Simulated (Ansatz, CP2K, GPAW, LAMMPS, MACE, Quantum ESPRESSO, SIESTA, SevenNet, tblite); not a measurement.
# SIESTA on liquid N-methylformamide at 298 K (108 atoms): settings against a plane-wave reference

Wanted: SIESTA inputs and outputs for liquid N-methylformamide at 298 K (108 atoms), checked against a plane-wave reference.

Program: SIESTA 5.4.2. Level of theory: the method is named at each step. Results are calculated unless marked as measured.

## Step 1: Starting point

The cell holds 108 atoms: 24 C, 12 N, 12 O and 60 H. Cell: a = 10.550 Å, b = 10.550 Å, c = 10.550 Å, α = 90.0°, β = 90.0°, γ = 90.0°. 12 N-methylformamide placed at random, at 1 g/cm³; overlaps pushed apart, then 10 ps at 398 K with MMFF94 bonds, angles, torsions, charges and radii (Halgren, J. Comput. Chem. 17, 490 (1996)) in harmonic and 12-6 forms. Snapshot after 20 ps at 298 K and fixed volume.

The yardstick, on the same geometry:

- method: Kohn-Sham DFT, PBE, SSSP efficiency 1.3.0 pseudopotentials, plane waves (Quantum ESPRESSO 7.5); sssp-pbe-1.3.0-efficiency, cutoffs 60/480 Ry, Γ point
- r.m.s. force component: 0.9497 eV/Å
- longest force: 3.905 eV/Å
- pressure: 2.28 GPa
- gap (highest filled to lowest empty level): 4.049 eV
- time: 2.4 min on 2 MPI ranks of Arm Neoverse V1, shared host
- CPU time: 4.8 min

## Step 2: PBE, DZP, shift 0.01 Ry, mesh 500 Ry

Method: Kohn-Sham DFT, PBE, PseudoDojo 0.4.1 norm-conserving pseudopotentials (converted to PSML), numerical atomic orbitals (DZP), diagonalisation.

The .psml files are PseudoDojo norm-conserving potentials that we converted to this format, checked against plane waves on the same files for H, C, O, Si, Ge and Ca alone.

File input.fdf:

```
SystemLabel cell
NumberOfAtoms 108
NumberOfSpecies 4
%block ChemicalSpeciesLabel
  1 6 C
  2 7 N
  3 8 O
  4 1 H
%endblock ChemicalSpeciesLabel
LatticeConstant 1.0 Ang
%block LatticeVectors
  10.55022 0.00000 0.00000
  0.00000 10.55022 0.00000
  0.00000 0.00000 10.55022
%endblock LatticeVectors
PAO.BasisSize DZP
PAO.EnergyShift 0.01 Ry
XC.Functional GGA
XC.Authors PBE
MeshCutoff 500 Ry
%block kgrid_Monkhorst_Pack
  1 0 0 0.0
  0 1 0 0.0
  0 0 1 0.0
%endblock kgrid_Monkhorst_Pack
SolutionMethod diagon
OccupationFunction FD
ElectronicTemperature 580 K
SCF.Mixer.Method Pulay
SCF.Mixer.Weight 0.15
SCF.Mixer.History 8
SCF.Mix Hamiltonian
MaxSCFIterations 300
SCF.DM.Tolerance 1e-04
SCF.H.Tolerance 1.0e-3 eV
WriteForces T
Write.HirshfeldPop T
Write.VoronoiPop T
Write.DM F
Write.H F
XML.Write F
AtomicCoordinatesFormat Fractional
%block AtomicCoordinatesAndAtomicSpecies
  0.42340 0.99094 0.26126 1
  0.29106 0.97238 0.25605 2
  0.21021 0.04448 0.32787 1
  0.24104 0.12450 0.40725 3
  0.46374 0.96394 0.16910 4
  0.43831 0.09470 0.27716 4
  0.46114 0.93725 0.34196 4
  0.25400 0.91694 0.18797 4
  0.10942 0.02216 0.30678 4
  0.08983 0.54360 0.84078 1
  0.03694 0.59709 0.96044 2
  0.91656 0.64548 0.95803 1
  0.85609 0.64877 0.85787 3
  0.03344 0.56083 0.75686 4
  0.18492 0.57813 0.82100 4
  0.08668 0.44430 0.85816 4
  0.09604 0.60925 0.04104 4
  0.88864 0.68952 0.04864 4
  0.62528 0.29058 0.20257 1
  0.71066 0.39280 0.18521 2
  0.79973 0.40998 0.28219 1
  0.83581 0.32976 0.35620 3
  0.66873 0.20801 0.24055 4
  0.55367 0.32111 0.27537 4
  0.57592 0.26310 0.11257 4
  0.69438 0.47213 0.13072 4
  0.85191 0.49757 0.26298 4
  0.27240 0.22749 0.67174 1
  0.36757 0.26841 0.57319 2
  0.45008 0.36755 0.59925 1
  0.47152 0.41012 0.70355 3
  0.18040 0.25896 0.62851 4
  0.28249 0.12317 0.67763 4
  0.29218 0.27089 0.76522 4
  0.35204 0.24402 0.48255 4
  0.50126 0.39435 0.51531 4
  0.38884 0.47898 0.05607 1
  0.46402 0.49836 0.94457 2
  0.56318 0.57554 0.95348 1
  0.61737 0.60559 0.05319 3
  0.41104 0.55403 0.13027 4
  0.29051 0.49004 0.02929 4
  0.41732 0.38405 0.09084 4
  0.44124 0.46404 0.85283 4
  0.60455 0.58936 0.86302 4
  0.10714 0.30938 0.14613 1
  0.15379 0.35894 0.26342 2
  0.15437 0.48102 0.30111 1
  0.13868 0.57439 0.23104 3
  0.03066 0.23466 0.16600 4
  0.07688 0.39200 0.09112 4
  0.17460 0.26526 0.08852 4
  0.18889 0.29191 0.32196 4
  0.17270 0.49486 0.40174 4
  0.72027 0.65787 0.46938 1
  0.65502 0.70914 0.36444 2
[... 48 atom lines left out ...]
  0.05765 0.03338 0.77604 4
  0.19944 0.00987 0.86947 4
  0.93444 0.06673 0.95501 4
  0.94476 0.96828 0.13852 4
%endblock AtomicCoordinatesAndAtomicSpecies
```

On the command line:

```sh
> OMP_NUM_THREADS=1 mpirun -np 2 siesta < input.fdf > output.txt
```

Output:

```text
Version         : 5.4.2
reinit: System Name:
reinit: System Label: cell
initatom: Reading input for the pseudopotentials and atomic orbitals ----------
Species number:   1 Atomic number:    6 Label: C
Species number:   2 Atomic number:    7 Label: N
Species number:   3 Atomic number:    8 Label: O
Species number:   4 Atomic number:    1 Label: H
Ground state valence configuration (from tables):   2s02  2p02  3d00  4f00
Ground state valence configuration (from tables):   2s02  2p03  3d00  4f00
Ground state valence configuration (from tables):   2s02  2p04  3d00  4f00
Ground state valence configuration (from tables):   1s01  2p00  3d00  4f00
---- Processing specs for species: C
GGA--PBE XC_GGA_X_PBE--XC_GGA_C_PBE pb
---- Processing specs for species: N
GGA--PBE XC_GGA_X_PBE--XC_GGA_C_PBE pb
---- Processing specs for species: O
GGA--PBE XC_GGA_X_PBE--XC_GGA_C_PBE pb
---- Processing specs for species: H
GGA--PBE XC_GGA_X_PBE--XC_GGA_C_PBE pb
C pseudopotential only contains V_ls up to l=1 -- lmxkb reset.
N pseudopotential only contains V_ls up to l=1 -- lmxkb reset.
O pseudopotential only contains V_ls up to l=2 -- lmxkb reset.
H pseudopotential only contains V_ls up to l=1 -- lmxkb reset.
Using PAO.SplitTailNorm
%block ChemicalSpeciesLabel
    1    6 C                       # Species index, atomic number, species label
    2    7 N                       # Species index, atomic number, species label
    3    8 O                       # Species index, atomic number, species label
    4    1 H                       # Species index, atomic number, species label
%endblock ChemicalSpeciesLabel
%block PAO.Basis                 # Define Basis set
C                     2                    # Species label, number of l-shells
 n=2   0   2                         # n, l, Nzeta
   4.484      3.048
   1.000      1.000
 n=2   1   2 P   1                   # n, l, Nzeta, Polarization, NzetaPol
   5.436      3.692
[...]
N                     2                    # Species label, number of l-shells
 n=2   0   2                         # n, l, Nzeta
[...]
n=2   1   2 P   1                   # n, l, Nzeta, Polarization, NzetaPol
[...]
O                     2                    # Species label, number of l-shells
 n=2   0   2                         # n, l, Nzeta
[...]
n=2   1   2 P   1                   # n, l, Nzeta, Polarization, NzetaPol
[...]
H                     1                    # Species label, number of l-shells
 n=1   0   2 P   1                   # n, l, Nzeta, Polarization, NzetaPol
   5.233      3.529
   1.000      1.000
%endblock PAO.Basis
coor:   Atomic-coordinates input format  =     Fractional
siesta: System type = bulk
initatomlists: Number of atoms, orbitals, and projectors:    108   924   744
siesta: ******************** Simulation parameters ****************************
Total number of electrons:   288.000000
Total ionic charge:   288.000000
 Kpoints in:            1 . Kpoints trimmed:            1
siesta: k-grid: Number of k-points = 1
siesta: k-points from Monkhorst-Pack grid
siesta: k-cutoff (effective) =     5.275 Ang
siesta: k-point supercell and displacements
siesta: k-grid:     1     0     0      0.000
siesta: k-grid:     0     1     0      0.000
siesta: k-grid:     0     0     1      0.000
                     ====================================
                        Single-point calculation
                     ====================================
outcell: Unit cell vectors (Ang):
       10.550220    0.000000    0.000000
        0.000000   10.550220    0.000000
        0.000000    0.000000   10.550220
outcell: Cell vector modules (Ang)   :   10.550220   10.550220   10.550220
outcell: Cell angles (23,13,12) (deg):     90.0000     90.0000     90.0000
outcell: Cell volume (Ang**3)        :   1174.3148
Gamma-point calculation with multiply-connected orbital pairs
Gamma-point calculation with multiply-connected orbital pairs
Folding of H and S implicitly performed
Folding of H and S implicitly performed
new_DM -- step:     1
Initializing Density Matrix...
Attempting to read DM from file... Failed...
DM filled with atomic data:
InitMesh: MESH = 144 x 144 x 144 = 2985984
InitMesh: Mesh cutoff (required, used) =   500.000   514.878 Ry
stepf: Fermi-Dirac step function
        iscf     Eharris(eV)        E_KS(eV)     FreeEng(eV)     dDmax    Ef(eV) dHmax(eV)
   scf:    1   -13701.266410   -13645.682251   -13645.682251  1.932453 -5.571734  7.513915
   scf:    2   -13662.842617   -13655.020448   -13655.020448  0.047827 -5.104538  4.291822
   scf:    3   -13662.351422   -13660.722432   -13660.722432  0.089818 -4.410007  1.306256
[...]
scf:   11   -13661.383592   -13661.383589   -13661.383589  0.000194 -4.223474  0.000678
   scf:   12   -13661.383590   -13661.383589   -13661.383589  0.000037 -4.223454  0.000454
SCF Convergence by DM+H criterion
max |DM_out - DM_in|         :     0.0000367977
max |H_out - H_in|      (eV) :     0.0004544395
SCF cycle converged after 12 iterations
Using DM_out to compute the final energy and forces
siesta: E_KS(eV) =           -13661.3836
siesta: E_KS - E_eggbox =    -13661.3836
siesta: Atomic forces (eV/Ang):
     1    0.432889    0.944813    0.051659
     2   -1.173073    1.212489    1.286906
     3   -0.032580   -1.558805   -1.492553
[...]
107   -1.148926    1.360795   -0.477323
   108   -1.518604    0.008858    1.059792
----------------------------------------
   Tot   -0.001711   -0.007487    0.007197
----------------------------------------
   Max    3.799299
   Res    1.111925    sqrt( Sum f_i^2 / 3N )
----------------------------------------
   Max    3.799299    constrained
Stress tensor Voigt[x,y,z,yz,xz,xy] (kbar):      -47.83      -41.68      -47.51       -4.04      -10.89        1.31
(Free)E + p*V (eV/cell)   -13627.9088
Target enthalpy (eV/cell)   -13661.3836
siesta: Program's energy decomposition (eV):
siesta: Ebs     =     -3943.738178
siesta: Eions   =     21913.238606
siesta: Ena     =      4733.538468
siesta: Ekin    =      9559.351133
siesta: Enl     =     -1465.630003
siesta: DEna    =      -261.201915
siesta: DUscf   =        27.815285
siesta: Ex      =     -4020.762238
siesta: Ec      =      -321.255713
siesta: Exc     =     -4342.017951
siesta: Eharris =    -13661.383590
siesta: Etot    =    -13661.383589
siesta: FreeEng =    -13661.383589
siesta: Final energy (eV):
siesta:  Band Struct. =   -3943.738178
siesta:       Kinetic =    9559.351133
siesta:       Hartree =    8163.298193
siesta:         Exch. =   -4020.762238
siesta:         Corr. =    -321.255713
siesta:   Exch.-corr. =   -4342.017951
siesta:  Ion-electron =  -24919.718688
siesta:       Ion-ion =   -2122.296276
siesta:         Total =  -13661.383589
siesta:         Fermi =      -4.223454
siesta: Stress tensor (static) (eV/Ang**3):
siesta:    -0.029852    0.000817   -0.006796
siesta:     0.000817   -0.026012   -0.002519
siesta:    -0.006796   -0.002519   -0.029654
siesta: Cell volume =       1174.314836 Ang**3
siesta: Pressure (static):
siesta:                Solid            Molecule  Units
siesta:           0.00031047          0.00018362  Ry/Bohr**3
siesta:           0.02850577          0.01685922  eV/Ang**3
siesta:          45.67127698         27.01144237  kBar
    Orbital volume contribution        =          29.744206 eV
    (Free)E + p_basis*V_orbitals       =      -13631.639384 eV
    (Free)Eharris+ p_basis*V_orbitals  =      -13631.639384 eV
Hirshfeld Atomic Populations:
Atom #   charge [q] valence [e]  Species
     1    -0.033484    4.033484  C
     2    -0.034458    5.034458  N
     3     0.114058    3.885942  C
     4    -0.182188    6.182188  O
     5     0.046756    0.953244  H
     6     0.020929    0.979071  H
     7     0.019634    0.980366  H
[...]
10    -0.039452    4.039452  C
    11    -0.036146    5.036146  N
[...]
13    -0.188120    6.188120  O
[...]
20    -0.053116    5.053116  N
[...]
22    -0.222498    6.222498  O
[...]
--------------------
 Total     0.000001
Voronoi Atomic Populations:
Atom #   charge [q] valence [e]  Species
[...]
92    -0.041190    5.041190  N
[...]
94    -0.227768    6.227768  O
[...]
100     0.047127    3.952873  C
   101    -0.055582    5.055582  N
   102     0.152437    3.847563  C
   103    -0.240806    6.240806  O
[...]
107     0.079409    0.920591  H
   108    -0.018051    1.018051  H
--------------------
 Total     0.000001
```

It took 98 s on 2 MPI ranks of Arm Neoverse V1, shared host; peak memory 1.5 GiB; 3.3 min of CPU time.

Banners, paths, timers and routine set-up lines are dropped from the logs unmarked, and long logs keep their key lines alone; longer cuts are marked.

Compared with the plane-wave run:

```yaml
r_m_s_force_component: 1.112 eV/Å
r_m_s_difference_of_force_components: 367 meV/Å
longest_difference_of_force_vectors: 1084 meV/Å
force_difference_over_r_m_s_force: 38.65 %
slope_of_forces_against_the_reference_s: 1.111
correlation_of_force_components: 0.9487
spacing_of_highest_filled_and_lowest_empty_level: 3.986 eV
gap_difference: -0.0636 eV
pressure: 4.567 GPa
pressure_difference: 2.287 GPa
```

This run lies far from the reference in forces at the same functional.

Length of the force difference by element (eV/Å):

```csv
element,atoms,mean,most
C,24,0.33,0.62
H,60,0.69,0.94
N,12,0.36,0.54
O,12,0.88,1.1
```

Levels nearest the highest filled one (eV from it): -0.82, -0.74, -0.69, -0.67, -0.65, -0.58, -0.57, -0.49, -0.46, -0.38, -0.31, 0.00, 3.99, 4.06, 4.21, 4.30, 4.39, 4.44, 4.57, 4.69, 4.79, 4.80, 4.89, 4.94.

Local excerpt of 9 atoms (numbers count through the whole input) about N101, one of the 12 N atoms; x, y, z are measured from there.

```csv
atom,x,y,z,distance (Å),bonds,Hirshfeld charge (e),Fx,Fy,Fz (eV/Å)
N101,0.00,0.00,0.00,0.00,3,-0.04,2.54,-1.26,-0.29
H107,-0.76,0.64,-0.09,1.00,1,0.08,-1.15,1.36,-0.48
C102,0.13,-0.68,1.16,1.35,3,0.11,-2.09,2.92,-0.76
C100,0.98,-0.26,-1.09,1.49,4,-0.03,-2.27,1.78,-0.15
H108,-0.65,-0.40,1.85,2.00,1,0.01,-1.52,0.01,1.06
H104,0.89,-1.32,-1.22,2.00,1,0.02,0.39,-1.79,-0.83
H105,0.54,0.29,-1.97,2.07,1,0.03,0.43,-0.43,0.02
H106,2.04,0.04,-0.99,2.26,1,0.04,0.32,0.26,0.69
O103,1.06,-1.35,1.50,2.28,1,-0.20,3.29,-2.91,0.68
```

Forces lie 39 % from the reference's, at 0.68 times its CPU time.

## Step 3: PBE, SZP, shift 0.01 Ry, mesh 500 Ry

Method: Kohn-Sham DFT, PBE, PseudoDojo 0.4.1 norm-conserving pseudopotentials (converted to PSML), numerical atomic orbitals (SZP), diagonalisation.

Changes to input.fdf since step 2:

```diff
@@ -15,3 +15,3 @@
 %endblock LatticeVectors
-PAO.BasisSize DZP
+PAO.BasisSize SZP
 PAO.EnergyShift 0.01 Ry
```

Output:

```text
Version         : 5.4.2
reinit: System Name:
reinit: System Label: cell
initatom: Reading input for the pseudopotentials and atomic orbitals ----------
Species number:   1 Atomic number:    6 Label: C
Species number:   2 Atomic number:    7 Label: N
Species number:   3 Atomic number:    8 Label: O
Species number:   4 Atomic number:    1 Label: H
Ground state valence configuration (from tables):   2s02  2p02  3d00  4f00
Ground state valence configuration (from tables):   2s02  2p03  3d00  4f00
[... lines left out ...]
        iscf     Eharris(eV)        E_KS(eV)     FreeEng(eV)     dDmax    Ef(eV) dHmax(eV)
[... lines left out ...]
SCF Convergence by DM+H criterion
[... lines left out ...]
SCF cycle converged after 12 iterations
[... lines left out ...]
   Max    5.908306
[... lines left out ...]
   Max    5.908306    constrained
Stress tensor Voigt[x,y,z,yz,xz,xy] (kbar):     -104.42     -108.92     -116.52       -6.02      -27.60        1.34
[... lines left out ...]
siesta: FreeEng =    -13588.532041
[... lines left out ...]
siesta:         Fermi =      -3.737351
[... lines left out ...]
siesta:           0.06862800          0.06595562  eV/Ang**3
siesta:         109.95418320        105.67254718  kBar
    Orbital volume contribution        =          25.463509 eV
    (Free)E + p_basis*V_orbitals       =      -13563.068532 eV
    (Free)Eharris+ p_basis*V_orbitals  =      -13563.068533 eV
Hirshfeld Atomic Populations:
Atom #   charge [q] valence [e]  Species
     1    -0.054913    4.054913  C
     2    -0.064502    5.064502  N
     3     0.098565    3.901435  C
     4    -0.182199    6.182199  O
     5     0.057490    0.942510  H
     6     0.030759    0.969241  H
     7     0.031250    0.968750  H
[...]
10    -0.056646    4.056646  C
    11    -0.066105    5.066105  N
[...]
13    -0.176080    6.176080  O
[...]
20    -0.085870    5.085870  N
[...]
22    -0.203581    6.203581  O
[...]
--------------------
 Total    -0.000006
Voronoi Atomic Populations:
Atom #   charge [q] valence [e]  Species
[...]
92    -0.069153    5.069153  N
[...]
94    -0.238072    6.238072  O
[...]
100     0.086072    3.913928  C
   101    -0.084399    5.084399  N
   102     0.192352    3.807648  C
   103    -0.245423    6.245423  O
[...]
107     0.083752    0.916248  H
   108    -0.027019    1.027019  H
--------------------
 Total    -0.000006
```

The job ended after 84 s (2 MPI ranks; peak memory 1.4 GiB).

Against the reference:

* r.m.s. force component: 1.741 eV/Å
* r.m.s. difference of force components: 1227 meV/Å
* longest difference of force vectors: 3829 meV/Å
* force difference over r.m.s. force: 129.3 %
* slope of forces against the reference's: 1.345
* correlation of force components: 0.7338
* gap (highest filled to lowest empty level): 3.738 eV
* gap difference: -0.3112 eV
* pressure: 11 GPa
* pressure difference: 8.715 GPa

This is a coarse setting, run to see what it loses.

Against the first run (39 %), the force difference from the reference is 129 %, at 0.86 times the CPU time, with 672 basis functions against 924: the smaller basis costs accuracy.

(Part 1 of 2 ends here.)

[Also dropped from logs without a mark: logging warnings of Python, and SIESTA's first energy breakdown and zero terms.]

[Logs are printed without paths, hosts, clocks, repeated set-up lines and the standing remarks that a program may print on its own settings, such as how far it seeks lower states.]

[Hosts, paths, dates, database ids (printed as entryN), source tags and the programs' standing remarks are cut or masked in the printed files.]

[The MMFF94 radii named for the starting cell were scaled by 0.96; in molecules described by MMFF94, hydrogen bound to N, O or S took a small fixed 12-6 site in their place.]
